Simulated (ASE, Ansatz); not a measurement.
**Electronic structure of random rock-salt alloy of CaS and PbS (64 atoms)**

What does DFT give for random rock-salt alloy of CaS and PbS (64 atoms) as built?

Method: Kohn-Sham DFT, PBE, PAW (set soft_2), plane waves, in Ansatz 0.2.0.

### Step 1. The structure

The cell holds 64 atoms: 12 Pb, 32 S and 20 Ca. Cell: a = 11.565 Å, b = 11.565 Å, c = 11.565 Å, α = 90.0°, β = 90.0°, γ = 90.0°. It derives from CaS (rock-salt) and PbS, repeated 2×2×2. Rock-salt CaS, 2 x 2 x 2 conventional cells, 12 of 32 Ca sites given to Pb at random (x = 0.375), lattice by Vegard's rule (a = 5.782 Å); not relaxed, displaced by a Gaussian of 0.02 Å.

Before any run, some limits are plain. The host structure and its lattice constant were typed by rule, without a check against the phase diagram. Sampling is at Γ alone, for a cell whose shortest periodic width is 12 Å. No spin–orbit coupling is included, so levels derived from the heavy atoms are approximate.

### Step 2. Plane-wave single point

The electrons are solved once, with the atoms held.

input.yaml

```yaml
crystal:
  lattice:
    - [11.5646, 0.0, 0.0]
    - [0.0, 11.5646, 0.0]
    - [0.0, 0.0, 11.5646]
  atoms:
    - { symbol: Pb, position: [0.00095, 0.00455, 0.00048] }
    - { symbol: S, position: [0.25057, 0.00287, 0.99926] }
    - { symbol: Pb, position: [0.99971, 0.25123, 0.24903] }
    - { symbol: S, position: [0.2523, 0.24832, 0.24742] }
    - { symbol: Ca, position: [0.24918, 0.99899, 0.25241] }
    - { symbol: S, position: [0.99996, 0.99994, 0.24784] }
    - { symbol: Ca, position: [0.24805, 0.24856, 0.00027] }
    - { symbol: S, position: [0.00121, 0.24889, 0.00082] }
    - { symbol: Pb, position: [0.00228, 0.00012, 0.49935] }
    - { symbol: S, position: [0.24722, 0.9975, 0.49758] }
    - { symbol: Ca, position: [0.99841, 0.24933, 0.75013] }
    - { symbol: S, position: [0.24643, 0.24995, 0.74902] }
    - { symbol: Ca, position: [0.25041, 0.00164, 0.7465] }
    - { symbol: S, position: [0.99887, 0.99973, 0.74991] }
    - { symbol: Pb, position: [0.25171, 0.25072, 0.50043] }
    - { symbol: S, position: [0.00103, 0.25008, 0.50122] }
    - { symbol: Ca, position: [0.00041, 0.49685, 0.00129] }
    - { symbol: S, position: [0.24844, 0.50144, 0.99701] }
    - { symbol: Pb, position: [0.99689, 0.74818, 0.25051] }
    - { symbol: S, position: [0.25247, 0.74835, 0.25108] }
    - { symbol: Ca, position: [0.24895, 0.49908, 0.25162] }
    - { symbol: S, position: [0.00385, 0.49951, 0.2518] }
    - { symbol: Pb, position: [0.25042, 0.75163, 0.99924] }
    - { symbol: S, position: [0.99944, 0.75402, 0.00068] }
    - { symbol: Pb, position: [0.99779, 0.49968, 0.49695] }
    - { symbol: S, position: [0.25473, 0.49898, 0.50016] }
    - { symbol: Ca, position: [0.99893, 0.74961, 0.75229] }
    - { symbol: S, position: [0.2469, 0.75098, 0.7495] }
    - { symbol: Ca, position: [0.25065, 0.49864, 0.75006] }
    - { symbol: S, position: [0.99834, 0.49716, 0.74819] }
    - { symbol: Ca, position: [0.25008, 0.75086, 0.49927] }
    - { symbol: S, position: [0.9998, 0.75026, 0.50004] }
    - { symbol: Ca, position: [0.50174, 0.00124, 0.99953] }
    - { symbol: S, position: [0.74806, 0.99878, 0.99983] }
    - { symbol: Pb, position: [0.49901, 0.24823, 0.25106] }
    - { symbol: S, position: [0.74997, 0.25115, 0.24882] }
    - { symbol: Ca, position: [0.74789, 0.00061, 0.25098] }
    - { symbol: S, position: [0.50004, 0.00102, 0.24818] }
    - { symbol: Ca, position: [0.74861, 0.2499, 0.00123] }
    - { symbol: S, position: [0.49837, 0.25108, 0.00212] }
    - { symbol: Ca, position: [0.50017, 0.99892, 0.49739] }
    - { symbol: S, position: [0.75148, 0.99785, 0.50091] }
    - { symbol: Ca, position: [0.49895, 0.24864, 0.75127] }
    - { symbol: S, position: [0.7526, 0.25097, 0.75199] }
    - { symbol: Pb, position: [0.74822, 0.00071, 0.75106] }
    - { symbol: S, position: [0.5003, 0.00047, 0.74827] }
    - { symbol: Ca, position: [0.74792, 0.25116, 0.49953] }
    - { symbol: S, position: [0.49786, 0.25044, 0.49881] }
    - { symbol: Ca, position: [0.50131, 0.4979, 0.99862] }
    - { symbol: S, position: [0.75093, 0.4999, 0.00087] }
    - { symbol: Ca, position: [0.50132, 0.75022, 0.2521] }
    - { symbol: S, position: [0.7485, 0.74964, 0.24861] }
    - { symbol: Pb, position: [0.74815, 0.49689, 0.24976] }
    - { symbol: S, position: [0.49618, 0.50334, 0.24814] }
    - { symbol: Ca, position: [0.75374, 0.74829, 0.00297] }
    - { symbol: S, position: [0.49886, 0.75058, 0.00217] }
    - { symbol: Ca, position: [0.49972, 0.50083, 0.50088] }
    - { symbol: S, position: [0.75204, 0.49923, 0.49936] }
    - { symbol: Ca, position: [0.50234, 0.74969, 0.74988] }
    - { symbol: S, position: [0.751, 0.74824, 0.7494] }
    - { symbol: Pb, position: [0.75251, 0.49989, 0.74779] }
    - { symbol: S, position: [0.50094, 0.5006, 0.74789] }
    - { symbol: Pb, position: [0.74894, 0.75225, 0.49997] }
    - { symbol: S, position: [0.50125, 0.74732, 0.50004] }
kpoints:
  mp_grid: { grid: [1, 1, 1] }
hamiltonian:
  xc: pbe
scf:
  occupations: { method: fermi_dirac, width: 0.025 }
output:
  forces: true
  stress: true
  populations: true
  dos:
    method: { smearing: { sigma: 0.08 } }
    de: 0.1
    projected: { site_lists: { Ca: [Ca], Pb: [Pb], S: [S] } }
  eigenvalues: true
  write_density: true
  write_potential: true
  volumetric_format: npy
```

Command:

```console
$ ansatz run input.yaml --threads 8 --pin off --max-ram 15872MiB --backend cpu --events-out ev --progress --plain --runs-dir out
```

Numbers of over 12 decimals in the logs are rounded to 6 here.

Output:

```text
Engine: ansatz 0.2.0, aarch64-unknown-linux-gnu
Pseudopotentials: kind: paw
Pseudopotential: Pb, paw, valence charge 14, recommended cutoff 420 eV (normal), Pb.paw.azcp
Pseudopotential: S, paw, valence charge 6, recommended cutoff 420 eV (normal), S.paw.azcp
Pseudopotential: Ca, paw, valence charge 10, recommended cutoff 420 eV (normal), Ca.paw.azcp
Functional definition: PBE
  parameter kappa = 0.804
  parameter beta = 0.066725
  exchange = pbe_x(kappa = kappa, mu = beta*pi^2/3)
  correlation = pbe_c(beta = beta)
Crystal: 64 atoms, lattice volume = 1546.649 Å³
Basis set: ecut = 420 eV, 30215 PW (Γ), exchange–correlation on 160×160×160 points (8 copies of the dense FFT grid, shifted against one another)
Bands: 344, of which v1, the nominal top of the filled ones, is band 280 counted from 1 (279 counted from 0)
Symmetry: 1 space group operations
Space group: P1 (ITA 1), of the structure as read, at distance tolerance 1.2e-4 Å
k-points: 1
Non-local potential: Pb, projectors of the file, l = 0: 2, l = 1: 2, l = 2: 2, l = 3: 2
Non-local potential: S, projectors of the file, l = 0: 2, l = 1: 2, l = 2: 2
Non-local potential: Ca, projectors of the file, l = 0: 3, l = 1: 2, l = 2: 2
PAW form: soft (Blöchl's): semilocal exchange-correlation on the pseudo side does not see the compensation charge
PAW one-centre angular grid: Pb, 590 points (default); XC on 64 Gauss nodes
PAW one-centre angular grid: S, 110 points (default); XC on 64 Gauss nodes
PAW one-centre angular grid: Ca, 110 points (default); XC on 64 Gauss nodes
Initial density: superposition of atomic densities (neutral atoms: chi_scale 0, normalization atom), corrected by the library's trained network
Initial wavefunctions: pseudopotential atomic-orbital guess
Functional: x = pbe(κ = 0.804, μ = 0.219515), c = pbe(β = 0.066725)
SCF iter   1: F=—  HF=-208176.384889 eV  |F-HF|=—  |Δ(HF+E_count)|=         —  Δρ=4.04e-3  dr2=3.18e-1  ethr=1.77e-3  ⟨swp⟩=10.0  Hψ=1735  notcnv=0  defer=22
preconditioner: auto → Resta (q_TF=auto, 2.303 Å⁻¹)  ε∞=3.1  [insulator: Δε(μ)=1.861 eV  Ē_g=14.904 eV  σ=0.025 eV  W_gap=1.00  n_scr=304 (ndim 8)  ℏωp=21.5 eV  f_vac=0.000  D(μ)=0.00/eV (n_scr^D=0)  ε∞_Penn≈3.1]
SCF iter   2: F=—  HF=-208176.337789 eV  |F-HF|=—  |Δ(HF+E_count)|=   4.71e-2  Δρ=2.00e-3  dr2=5.35e-2  ethr=5.67e-5  ⟨swp⟩=2.0  Hψ=536  notcnv=0  defer=57
SCF iter   3: F=—  HF=-208176.333769 eV  |F-HF|=—  |Δ(HF+E_count)|=   4.02e-3  Δρ=6.18e-4  dr2=6.26e-3  ethr=9.55e-6  ⟨swp⟩=2.0  Hψ=393  notcnv=0  defer=57
SCF iter   4: F=—  HF=-208176.334072 eV  |F-HF|=—  |Δ(HF+E_count)|=   3.03e-4  Δρ=1.24e-4  dr2=4.55e-4  ethr=1.12e-6  ⟨swp⟩=2.0  Hψ=486  notcnv=0  defer=57
SCF iter   5: F=—  HF=-208176.334118 eV  |F-HF|=—  |Δ(HF+E_count)|=   4.54e-5  Δρ=4.51e-5  dr2=3.62e-5  ethr=8.12e-8  ⟨swp⟩=2.0  Hψ=391  notcnv=0  defer=57
SCF iter   6: F=—  HF=-208176.337864 eV  |F-HF|=—  |Δ(HF+E_count)|=   3.75e-3  Δρ=1.27e-5  dr2=5.23e-6  ethr=6.46e-9  ⟨swp⟩=2.0  Hψ=567  notcnv=0  defer=57
SCF iter   7: F=—  HF=-208176.337865 eV  |F-HF|=—  |Δ(HF+E_count)|=   1.31e-6  Δρ=4.18e-6  dr2=3.42e-7  ethr=9.35e-10  ⟨swp⟩=2.0  Hψ=470  notcnv=0  defer=57
SCF iter   8: F=-208176.337865 eV  HF=-208176.337865 eV  |F-HF|=1.20e-8  |Δ(HF+E_count)|=   3.47e-7  Δρ=1.38e-6  dr2=6.13e-8  ethr=1.79e-11  ⟨swp⟩=21.0  Hψ=3247  notcnv=0
SCF 1 converged in 8 iterations: F = -208176.337865 eV  dr2 = 6.13e-8
  greatest PAW one-centre occupation: 0.995 electrons in one spin orbital (limit 2), on the Ca atom at site 30 (counted from 0), in its partial waves of l = 0
SCF converged after 8 iterations
Free energy (F): -208176.337865 eV
Harris-Foulkes:  -208176.337865 eV  (|F-HF|=1.20e-8)
Internal energy: -208176.337865 eV  (E = F + TS)
E sigma→0 (E₀):  -208176.337865 eV
Fermi energy:    8.382521 eV
--- Per-component energies (eV) ---
  E_band       = -3340.666547
  E_kinetic    = 12469.259113
  E_local      = -31784.894628  (includes V_loc(G=0)·N_el)
  E_nonlocal   = 6375.924227
  E_hartree    = 11438.572351
  E_xc         = -8553.442628
  E_vxc        = -7875.629329  (∫ρ·V_xc dr)
  E_paw        = -161207.223527  (= ΣΔE_a)
  E_vpaw       = -5402.463346  (= ΣTr[D̂ρ^β])
  E_aug_tail   = 0.000486  (compensation charges beyond the density's cutoff)
  E_ewald      = -36914.533259
  E_smearing   = -0.000000  (= −TS)
  E_closure    = -0.000000  (closes the sum)
  Σ components = -208176.337865   (vs F -208176.337865, Δ=0.00e0)
--- Forces (eV/Å), atoms counted from 1 ---
  atom   1  Pb    -0.01099842    -0.24864209    -0.00026544
  atom   2  S      0.49087673     0.46500159    -0.01152723
  atom   3  Pb     0.04474384    -0.19879851     0.22835994
  atom   4  S     -0.18862329     0.04898341    -0.45346438
  atom   5  Ca    -0.10248364     0.00401902    -0.20856169
  atom   6  S     -0.11083529     0.03434263     0.23981596
  atom   7  Ca     0.11823013     0.09685688     0.00812982
  atom   8  S     -0.11221249     0.67797836    -0.42690037
  atom   9  Pb    -0.13902465    -0.00819853    -0.06772654
  atom  10  S      0.68380585    -0.43391534     0.09293411
  atom  11  Ca     0.00869687    -0.06446885    -0.10774397
  atom  12  S      0.18558049    -0.02148652     0.54109367
  atom  13  Ca    -0.14254738    -0.11548789     0.15670966
  atom  14  S      0.52021415    -0.00603046    -0.10350975
[...]
atom  63  Pb     0.12318566    -0.19140131     0.07872232
  atom  64  S     -0.56064591     0.21322795     0.05303013
  max |Σ_I F_I| component: 1.97e-4 eV/Å
--- Stress (GPa, compression-positive) ---
        1.673562       0.002667       0.008595
        0.002667       3.035824      -0.000564
        0.008595      -0.000564       2.327477
  P = ⅓ Tr σ = 2.3456 GPa (23.456 kbar)
--- Band table (eV) ---
  k-point 0: bands = ["-33.0433", "-33.0303", "-33.0160", "-33.0113", [... 328 levels ...], "11.6991", "11.7171", "11.7288", "11.7446", "11.7795", "11.7839", "11.8025", "11.8134", "11.8240", "11.8370", "11.8650", "11.8828"]
--- Löwdin populations: 64 sites ---
  site symbol       q [e]
     0     Pb     13.5279
     1      S      6.9763
     2     Pb     13.4849
[...]
63      S      7.1363
  spilling = 0.011155 (of n_electrons = 560.000000)
```

Elapsed: 13 s, on 8 threads of Arm Neoverse V1, shared host; peak memory 1.9 GiB; 92 s of CPU time.

In the SCF lines HF is the Harris–Foulkes energy and dr2 the Hartree energy of the density residual, in eV; the loop may stop once dr2 is under the threshold and the program's other checks hold. Hψ counts applications of the Hamiltonian.

The run gave:

```
free energy                                      : -208176.3379 eV
free energy per atom                             : -3252.7553 eV/atom
SCF cycles                                       : 8
pressure                                         : 2.346 GPa
r.m.s. force component                           : 0.2823 eV/Å
longest force                                    : 1.116 eV/Å
Fermi energy                                     : 8.383 eV
gap (highest filled to lowest empty level) : 1.823 eV
spilling of the projection                       : 0.01115
```

Length of the force by element:

```tsv
element	coordination	atoms	mean length of the force (eV/Å)	spread	least	most
Ca	all	20	0.170	0.051	0.0807	0.249
Pb	all	12	0.210	0.0664	0.0724	0.306
S	all	32	0.629	0.211	0.0793	1.12
```

Löwdin charges by element (they lack the spilled electrons, 0.098 e an atom on average):

```tsv
element	coordination	atoms	mean charge (e)	spread	least	most
Ca	all	20	1.57	0.0196	1.53	1.61
Pb	all	12	0.471	0.032	0.418	0.519
S	all	32	-0.963	0.141	-1.14	-0.72
```

Charge against the make-up of the first shell:

```tsv
Ca neighbours of S	atoms	mean charge (e)
2	5	-0.737
3	7	-0.858
4	11	-0.988
5	9	-1.14
```

States in the cell by windows of 1 eV, zero at the Fermi level; the larger projections on atomic orbitals stand beside the total:

```tsv
from (eV)	to (eV)	total	S p	Pb p	Pb s	S s
-14	-13	14.0	0.2	0.8	1.6	9.7
-13	-12	50.0	0.1	3.4	0.6	43.1
-12	-10	0.0	0.0	0.0	0.0	0.0
-10	-9	5.2	1.3	0.0	3.4	0.3
-9	-8	15.0	3.1	0.0	10.2	1.6
-8	-7	3.8	0.6	0.0	2.4	0.7
-7	-6	0.0	0.0	0.0	0.0	0.0
-6	-5	6.0	3.8	2.1	0.0	0.0
-5	-4	41.5	30.2	7.0	0.1	0.7
-4	-3	55.8	46.8	4.4	0.3	0.5
-3	-2	72.8	66.5	0.8	1.4	0.3
-2	-1	12.4	8.8	0.2	2.5	0.1
-1	0	3.6	2.4	0.1	0.9	0.0
0	1	5.7	0.3	2.7	0.0	0.5
1	2	26.1	0.9	7.5	0.0	1.0
2	3	41.3	5.0	15.2	0.1	1.7
```

The curve was stored every 0.100 eV, coarse against its broadening of 0.08 eV, so these counts are rough.

Between -26 and -14 eV lie 240 more states.

The stored curve holds about 520 of the 560 electrons; the rest, give or take the few that broadening carries across the Fermi level, lie in deeper levels below its range.

The levels nearest the highest filled one (over half full), pooled over k-points and spins:

```tsv
level less the highest filled one (eV)	occupation
-0.614	2
-0.555	2
-0.502	2
-0.0872	2
-0.0516	2
0	2
1.82	0
1.91	0
1.91	0
1.98	0
2.00	0
2.01	0
```

Electrostatic potential energy in the ac plane at fractional y = 0.000, with atoms of Pb and S and Ca within 0.2 Å of it. With pseudopotentials it is smooth inside the atoms' cores, unlike the true potential.

Ten even steps from '0' (-43 eV) to '9' (10 eV), each cell a mean:
```
323899623259986200379973324799622
347999976789998655789998668999864
899999999999999999999999999999998
899999988899999999999998778999999
358998743478998644799963223699974
426998400037996233389842442489833
336998400048997332489841332589842
679999764579999766899985335899986
999999998999999999999999889999999
788999999999999888999999889999987
225899754589997533689996435899842
422798424258985100279973332699623
323798523259986100379984233799622
347999865789998645789998668999863
899999999999999989999999999999998
999999987889999999999998888999999
458998632368998644799975225899974
426997300037996233389861001689843
336998510148997332489862002799842
679999865689999766899987557899986
999999999999999999999999999999999
779999999999999888899999999999987
225899854579997423589986446899742
422798524248985100279973333799523
```
Columns run along a (11.6 Å; values clipped at the 3rd and 97th percentile), rows up along c (11.6 Å). Atoms in or near the plane, at fractional coordinates: Pb at (0.00, 0.00), S at (0.25, 0.00), Ca at (0.25, 0.25), S at (0.00, 0.25), Pb at (0.00, 0.50), S at (0.25, 0.50), Ca at (0.25, 0.75), S at (0.00, 0.75), Ca at (0.50, 0.00), S at (0.75, 0.00), Ca at (0.75, 0.25), S at (0.50, 0.25), Ca at (0.50, 0.50), S at (0.75, 0.50) and more.

Valence density in the ac plane at fractional y = 0.000, with atoms of Pb and S and Ca within 0.2 Å of it. It is the smooth field of the valence electrons, not physical close to the nuclei.

Values in units of 1e0 e/Å³, 13 rows by 16 columns, each cell a mean:
```
3.3 0.6 0.3 0.8 0.9 0.4 0.2 1.8 2.7 0.4 0.3 0.8 0.8 0.4 0.3 2.3
0.3 0.1 0.1 0.2 0.2 0.1 0.1 0.2 0.2 0.1 0.1 0.3 0.3 0.1 0.1 0.3
0.8 0.4 0.2 1.6 2.3 0.3 0.3 0.8 0.8 0.4 0.3 2.5 3.2 0.5 0.3 0.8
0.8 0.5 0.2 2.9 4.1 0.5 0.3 0.9 0.8 0.5 0.4 3.7 4.8 0.7 0.4 0.9
0.4 0.1 0.1 0.2 0.3 0.1 0.1 0.3 0.4 0.1 0.1 0.4 0.4 0.1 0.1 0.3
1.8 0.4 0.2 0.6 0.7 0.3 0.1 0.9 1.2 0.2 0.2 0.6 0.7 0.3 0.2 1.2
6.2 1.0 0.4 0.9 0.8 0.5 0.3 3.4 4.7 0.6 0.3 0.9 0.8 0.6 0.4 4.0
1.0 0.2 0.2 0.5 0.6 0.2 0.1 0.5 0.7 0.1 0.1 0.5 0.5 0.2 0.1 0.7
0.5 0.2 0.1 0.5 0.7 0.1 0.1 0.4 0.5 0.2 0.1 0.5 0.6 0.1 0.1 0.4
0.8 0.6 0.3 3.5 4.6 0.6 0.4 0.9 0.8 0.6 0.3 3.6 4.5 0.5 0.4 0.9
0.8 0.3 0.1 1.0 1.3 0.2 0.2 0.7 0.8 0.3 0.1 1.1 1.4 0.2 0.2 0.7
0.4 0.1 0.1 0.3 0.3 0.1 0.1 0.2 0.3 0.1 0.1 0.3 0.3 0.1 0.1 0.4
4.9 0.8 0.3 0.9 0.8 0.5 0.2 2.6 3.8 0.5 0.3 0.9 0.8 0.5 0.4 3.4
```
Columns run along a (11.6 Å), rows up along c (11.6 Å). Atoms in or near the plane, at fractional coordinates: Pb at (0.00, 0.00), S at (0.25, 0.00), Ca at (0.25, 0.25), S at (0.00, 0.25), Pb at (0.00, 0.50), S at (0.25, 0.50), Ca at (0.25, 0.75), S at (0.00, 0.75), Ca at (0.50, 0.00), S at (0.75, 0.00), Ca at (0.75, 0.25), S at (0.50, 0.25), Ca at (0.50, 0.50), S at (0.75, 0.50) and more.

Mean Löwdin charges: Ca +1.57, Pb +0.47, S -0.96 e (they miss 1.1 % of the electrons, so they add up to more than the cell's charge). The charge on S changes by -0.134 e for each Ca neighbour that takes the place of another kind, on average.

### Step 3. Structure statistics

Bonds and neighbours are counted at the geometry of the runs.

Density 4.63 g/cm³, 24.17 Å³ an atom.

Pair distribution functions g(r), in bins of 0.2 Å:

```tsv
r (Å)	total	S-S	S-Ca	S-Pb	Ca-Ca	Ca-Pb	Pb-Pb
2.80	4.38	0.00	8.65	8.95	0.00	0.00	0.00
3.00	2.52	0.00	5.15	4.84	0.00	0.00	0.00
3.20	0.00	0.00	0.00	0.00	0.00	0.00	0.00
3.40	0.00	0.00	0.00	0.00	0.00	0.00	0.00
3.60	0.00	0.00	0.00	0.00	0.00	0.00	0.00
3.80	0.00	0.00	0.00	0.00	0.00	0.00	0.00
4.00	4.41	9.03	0.00	0.00	8.70	8.85	7.75
4.20	2.49	4.80	0.00	0.00	4.70	5.60	5.00
4.40	0.00	0.00	0.00	0.00	0.00	0.00	0.00
4.60	0.00	0.00	0.00	0.00	0.00	0.00	0.00
4.80	0.00	0.00	0.00	0.00	0.00	0.00	0.00
5.00	3.06	0.00	6.14	6.12	0.00	0.00	0.00
5.20	0.00	0.00	0.00	0.00	0.00	0.00	0.00
5.40	0.00	0.00	0.00	0.00	0.00	0.00	0.00
5.60	0.02	0.04	0.00	0.00	0.00	0.08	0.00
5.80	1.71	3.42	0.00	0.00	3.31	3.60	3.07
6.00	0.00	0.00	0.00	0.00	0.00	0.00	0.00
6.20	0.00	0.00	0.00	0.00	0.00	0.00	0.00
6.40	4.97	0.00	9.90	10.04	0.00	0.00	0.00
6.60	0.55	0.00	1.15	1.01	0.00	0.00	0.00
6.80	0.00	0.00	0.00	0.00	0.00	0.00	0.00
7.00	3.40	6.70	0.00	0.00	7.00	6.60	7.35
7.20	1.20	2.48	0.00	0.00	2.42	2.17	2.52
7.40	0.00	0.00	0.00	0.00	0.00	0.00	0.00
7.60	0.00	0.00	0.00	0.00	0.00	0.00	0.00
7.80	0.00	0.00	0.00	0.00	0.00	0.00	0.00
```

Bonds by pair of elements; cutoffs follow the first minimum of g(r), held within bounds set by covalent radii, and pairs that aren't listed don't count as bonded:

```tsv
pair A-B	cutoff (Å)	bonds	mean length (Å)	spread (Å)	shortest (Å)	B about A	A about B
S-Ca	3.33	120	2.89	0.027	2.83	3.75	6
S-Pb	3.38	72	2.89	0.03	2.83	2.25	6
```

How many atoms have how many bonded neighbours:

```tsv
element	mean	6
Ca	6	20
Pb	6	12
S	6	32
```

Bond angles, per cent of each kind in bins of 5°:

```tsv
angle (°)	S-Ca-S	Ca-S-Pb	Ca-S-Ca	S-Pb-S	Pb-S-Pb
85–90	40.7	38.6	41.8	38.3	35.5
90–95	39.3	41.1	38.5	41.7	45.2
95–100	0.0	0.0	0.0	0.0	0.0
100–105	0.0	0.0	0.0	0.0	0.0
105–110	0.0	0.0	0.0	0.0	0.0
110–115	0.0	0.0	0.0	0.0	0.0
115–120	0.0	0.0	0.0	0.0	0.0
120–125	0.0	0.0	0.0	0.0	0.0
125–130	0.0	0.0	0.0	0.0	0.0
130–135	0.0	0.0	0.0	0.0	0.0
135–140	0.0	0.0	0.0	0.0	0.0
140–145	0.0	0.0	0.0	0.0	0.0
145–150	0.0	0.0	0.0	0.0	0.0
150–155	0.0	0.0	0.0	0.0	0.0
155–160	0.0	0.0	0.0	0.0	0.0
160–165	0.0	0.0	0.0	0.0	0.0
165–170	0.0	0.0	0.0	0.0	0.0
170–175	0.0	0.0	0.0	0.0	0.0
175–180	20.0	20.3	19.8	20.0	19.4
```

Bond angles (no mean is given where the spread exceeds 20°):

```tsv
angle	count	mean (°)	spread (°)
S-Ca-S	300	-	-
Ca-S-Pb	236	-	-
Ca-S-Ca	182	-	-
S-Pb-S	180	-	-
Pb-S-Pb	62	-	-
```

Counting bonds as in the table, all Ca atoms have 6, all Pb atoms have 6 and all S atoms have 6 bonded neighbours.

A closer look about S42, which bears the longest force: 13 atoms, nearest first, numbered in the order of the input, with positions taken from that point.

```tsv
atom	x	y	z	distance (Å)	bonds	Löwdin charge (e)	Fx	Fy	Fz (eV/Å)
S42	0.00	0.00	0.00	0.00	6	-0.81	-0.59	0.75	-0.58
Pb63	-0.03	-2.84	-0.01	2.84	6	0.44	0.12	-0.19	0.08
Ca37	-0.04	0.03	-2.89	2.89	6	1.56	0.23	-0.03	-0.06
Pb45	-0.04	0.03	2.89	2.89	6	0.47	0.18	-0.01	-0.01
Pb9	2.90	0.03	-0.02	2.90	6	0.52	-0.14	-0.01	-0.07
Ca41	-2.91	0.01	-0.04	2.91	6	1.57	0.01	-0.02	0.08
Ca47	-0.04	2.93	-0.02	2.93	6	1.57	0.20	-0.04	0.07
S32	2.87	-2.86	-0.01	4.06	6	-0.72	0.60	0.04	0.42
S14	2.86	0.02	2.88	4.06	6	-0.89	0.52	-0.01	-0.10
S60	-0.01	-2.89	2.87	4.07	6	-0.89	-0.03	0.05	0.55
S46	-2.90	0.03	2.86	4.08	6	-1.13	-0.58	-0.01	-0.03
S52	-0.03	-2.87	-2.92	4.09	6	-0.82	-0.43	0.48	-0.43
S64	-2.89	-2.90	-0.01	4.09	6	-1.14	-0.56	0.21	0.05
```

The column of bonds counts only the pairs S-Ca within 3.33 Å, S-Pb within 3.38 Å; other neighbours, such as metal atoms beside each other in a compound, aren't counted, and periodic images can show an atom twice.

### Step 4. Outcome

| Property | Result |
| --- | --- |
| free energy per atom | -3252.7553 eV/atom |
| density | 4.631 g/cm³ |
| pressure | 2.346 GPa |
| r.m.s. force component | 0.2823 eV/Å |
| gap (highest filled to lowest empty level) | 1.823 eV |
| wall time of the 1 DFT run | 13 s |

In words: Between filled and empty levels lie 1.82 eV at Γ alone; the mesh holds the band edges only if they fold onto it, so the gap at this level can be narrower or closed. Counting bonds as in the table, all Ca atoms have 6, all Pb atoms have 6 and all S atoms have 6 bonded neighbours.

Caveats: The geometry was built by rule, was displaced at random and isn't relaxed at this level: its force components are 0.28 eV/Å r.m.s. The pressure of 2.3 GPa belongs to a cell and atoms that aren't relaxed at this level.

[Logs are printed without paths, hosts, clocks, repeated set-up lines and the standing remarks that a program may print on its own settings, such as how far it seeks lower states.]

[Hosts, paths, dates, database ids (printed as entryN), source tags and the programs' standing remarks are cut or masked in the printed files.]
